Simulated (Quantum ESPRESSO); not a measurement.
# Ta (Im-3m): coupling and resistivity with EPW, part 2 of 2

Aim: the electron–phonon coupling and the phonon-limited resistivity of Ta (Im-3m), by Wannier interpolation to fine meshes.

Quantum ESPRESSO 7.5; DFT PBEsol, scalar-relativistic, plane waves, PseudoDojo 0.4.1 norm-conserving pseudopotentials.

So far, coupling constant λ: step 8 (coupling and Tc: fine k 20×20×20, q 10×10×10, width 0.15 eV, window 0.61 eV) 1.12; step 12 (coupling and Tc: fine k 32×32×32, q 16×16×16, width 0.1 eV, window 0.41 eV) 1.10. Also resistivity at 300 K (μΩ cm): step 9 (resistivity: fine k 24×24×24, q 12×12×12, adaptive width …) 14.6; step 11 (fine q mesh 16×16×16, fine mesh 32×32×32) 13.4.

## 13. Coupling and Tc: fine k 32×32×32, q 16×16×16, width 0.05 eV, window 0.3 eV

The sum is repeated with other delta width and window to test it.

a2f-3.in

```
--
 &inputepw
    prefix='x',
    outdir='./tmp',
    dvscf_dir='./save',
    elph=.true.,
    etf_mem=1,
    nbndsub=9,
    bands_skipped='exclude_bands = 1-4',
    use_ws=.true.,
    vme='wannier',
    asr_typ='crystal',
    nk1=8,
    nk2=8,
    nk3=8,
    nq1=4,
    nq2=4,
    nq3=4,
    amass(1)=180.9479,
    epwwrite=.false.,
    epwread=.true.,
    wannierize=.false.,
    nkf1=32,
    nkf2=32,
    nkf3=32,
    nqf1=16,
    nqf2=16,
    nqf3=16,
    mp_mesh_k=.true.,
    ephwrite=.true.,
    eliashberg=.true.,
    liso=.true.,
    limag=.true.,
    tc_linear=.true.,
    tc_linear_solver='lapack',
    fsthick=0.3,
    degaussw=0.05,
    degaussq=0.5,
    nqstep=500,
    muc=0.13,
    wscut=0.3,
    nsiter=500,
    nstemp=7,
    temps=0.5 1.0 2.0 4.0 8.0 16.0 32.0,
 /
```

Started as:

```sh
OMP_NUM_THREADS=1 mpirun -n 8 epw.x -nk 8 -in a2f-3.in > a2f-3.out
```

Elapsed: 23 min, on 8 MPI ranks of Arm Neoverse N1, shared host.

Numbers from this step:

```
coupling constant λ                  : 1.073
log mean phonon energy ħω_log        : 11.35 meV
density of states at the Fermi level : 0.6478 states/eV a spin and cell
Fermi level on the fine mesh         : 18.74 eV
```

The a2F by phonon energy; read off at these points:

phonon energy (meV), a2F and a bar:
```
     0.50       0.00 
     1.00       0.00 
     1.50       0.01 
     2.00       0.01 
     2.50       0.02 
     3.00       0.03 #
     3.50       0.03 #
     4.00       0.05 #
     4.50       0.05 #
     5.00       0.06 #
     5.50       0.08 ##
     6.00       0.10 ##
     6.50       0.12 ###
     7.00       0.14 ###
     7.50       0.21 #####
     8.00       0.22 #####
     8.50       0.21 #####
     9.00       0.23 #####
     9.50       0.29 #######
    10.00       0.35 ########
    10.50       0.53 ############
    11.00       0.80 ##################
    11.19       0.86 ###################
    11.50       0.80 ##################
    12.00       0.55 ############
    12.50       0.41 #########
    13.00       0.36 ########
    13.50       0.47 ###########
    13.75       0.49 ###########
    14.00       0.47 ###########
    14.50       0.38 #########
    15.00       0.45 ##########
    15.50       0.52 ############
    16.00       0.48 ###########
    16.50       0.67 ###############
    17.00       1.13 #########################
    17.40       1.33 ##############################
    17.50       1.32 ##############################
    18.00       0.96 ######################
    18.50       0.38 #########
    19.00       0.16 ####
    19.50       0.11 ##
    20.00       0.09 ##
    20.50       0.04 #
    21.00       0.01 
    21.50       0.00 
    22.00       0.00
```

λ = 1.07 and ħω_log = 11.4 meV, against 1.10 and 11.3 with fine k 32×32×32, q 16×16×16, width 0.1 eV (-2 % in λ). The eigenvalue passes 1 near 11 K.

## 14. What came out

| Item | Value |
| --- | --- |
| Wannier functions, band error | 9 functions; 9 meV r.m.s. |
| coupling constant λ, fine k 32×32×32, q 16×16×16, width 0.1 eV, window 0.41 eV | 1.10 |
| ħω_log | 11.3 meV |
| Tc at μ* = 0.13, Allen–Dynes | 9.7 K |
| resistivity at 300 K, 24×24×24 | 14.6 μΩ cm |
| resistivity at 300 K, 32×32×32 | 13.4 μΩ cm |

Step 8: Distinct peaks of the a2F stand at 11.01 and 17.40 meV; the one at 17.4 meV is strongest. Step 13: The coupling constant from the curve is λ = 1.1; modes below 12.1 meV give half. Step 13: The most distinct maxima of the a2F lie at 11.19 and 17.40 meV, the highest at 17.4 meV. On the finest meshes run, Ta (Im-3m) has λ = 1.1 and a phonon-limited resistivity of 13.4 μΩ cm at 300 K. The last refinement of the mesh moved the resistivity by 8 %, so it is not converged, and no rank of the meshes against a measured value means much. On the finest mesh the adaptive width still reaches 0.47 eV against a window of 0.32 eV; the window, which cuts off final states, was not widened. N(E_F) runs from 0.63 to 0.65 states/eV a spin over these sums; λ is quoted for fine k 32×32×32, q 16×16×16, width 0.1 eV. The Eliashberg Tc is interpolated in log T between temperatures a factor of two apart, and its μ* acts up to a cut-off of 0.3 eV, so it weighs less than the same number in Allen and Dynes's formula. Over the sums on sound settings, λ spans 1.07 to 1.12, and the Allen–Dynes Tc 9.4 to 10 K. Between 150 and 500 K the resistivity rises by a factor of 3.87, against 3.33 for a straight line through the origin. The rows at 150 and 200 K moved by more than 10 % in the last refinement. The Sommerfeld coefficient follows from γ = (π²/3) k_B² N(E_F)(1 + λ), with twice the density of states a spin that EPW reads on the fine mesh at this width. Spin–orbit coupling is left out, though Ta is heavy. The q mesh of ph.x (4×4×4), the k mesh and smearing of the ground state (12×12×12) and EPW's coarse k mesh (8×8×8) were not varied. Only scattering by harmonic phonons counts; impurities, grain boundaries and thermal expansion are left out, and μ* is typed.

Computed beside measured:

```
                                                   quantity  measured        24×24×24        32×32×32  k 20×20×20, 0.15 eV  k 32×32×32, 0.1 eV  k 32×32×32, 0.05 eV      Allen–Dynes        Eliashberg
 resistivity at 300 K (computed: phonon part alone) (μΩ cm)      13.5  14.57 (+7.9 %)  13.40 (-0.8 %)                    -                   -                    -                -                 -
 resistivity at 500 K (computed: phonon part alone) (μΩ cm)      22.9  23.34 (+1.9 %)  23.21 (+1.3 %)                    -                   -                    -                -                 -
    Sommerfeld coefficient γ (per mole of Ta) (mJ/(mol K²))       5.7               -               -       6.29 (+10.3 %)       6.23 (+9.3 %)       6.33 (+11.1 %)                -                 -
superconducting transition temperature (μ* = 0.13) (kelvin)       4.5               -               -                    -                   -                    -  9.73 (+116.3 %)  11.56 (+157.0 %)
```

Measured values from CRC Press, section 12, read from Wikipedia's data page (2003), NBS Monograph 21, table 3 (1960) and arxiv:1309.5331 (2013).

Verdict: For the resistivity at 300 K, of the levels listed nearest comes 32×32×32 (-0.8 %, good agreement) and farthest 24×24×24 (+7.9 %, good agreement). For the resistivity at 500 K, of the levels listed nearest comes 32×32×32 (+1.3 %, good agreement) and farthest 24×24×24 (+1.9 %, good agreement). For the Sommerfeld coefficient γ, of the levels listed nearest comes k 32×32×32, 0.1 eV (+9.3 %, fair agreement) and farthest k 32×32×32, 0.05 eV (+11.1 %, fair agreement). For the superconducting transition temperature, of the levels listed nearest comes Allen–Dynes (+116.3 %, a clear miss) and farthest Eliashberg (+157.0 %, a clear miss). Limits of convergence are named above.

[The logs of pw.x and epw.x are selected lines.]

[Logs are printed without paths, hosts, clocks, repeated set-up lines and the standing remarks that a program may print on its own settings, such as how far it seeks lower states.]

[Hosts, paths, dates, database ids (printed as entryN), source tags and the programs' standing remarks are cut or masked in the printed files.]
